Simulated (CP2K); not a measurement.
The C K edge of bicarbonate monohydrate was computed by TDDFT (CP2K XAS_TDP, aug-cc-pVDZ, TDA) at these levels: PBE, PBEh(45%) and PBEh(45%) + GW2X. The first three lines of C2 (bonded to 3 O) with a strength over 0.0015, energy in eV and strength:

```csv
run,first,second,third
1,285.12 (0.085),288.86 (0.002),289.63 (0.031)
2,273.97 (0.055),275.11 (0.004),278.35 (0.004)
3,291.96 (0.083),295.69 (0.002),296.47 (0.030)
```

Question: Which run is which?

Run 1: PBEh(45%) (45 % exact exchange). Run 2: PBE (0 % exact exchange). Run 3: PBEh(45%) + GW2X (45 % exact exchange). Self-interaction lifts the core level, so the uncorrected lines rise with the share of exact exchange. The GW2X run keeps the spacings of its parent: 3.73 eV between the first two lines in run 3, 3.74 eV in run 1. Its shift is +6.84 eV, since the Kohn–Sham level at this share of exchange lies that far above the quasiparticle level.

[Banner, clock and machine lines of the logs are left out without a mark of their own.]

[Logs are printed without paths, hosts, clocks, repeated set-up lines and the standing remarks that a program may print on its own settings, such as how far it seeks lower states.]

[Hosts, paths, dates, database ids (printed as entryN), source tags and the programs' standing remarks are cut or masked in the printed files.]
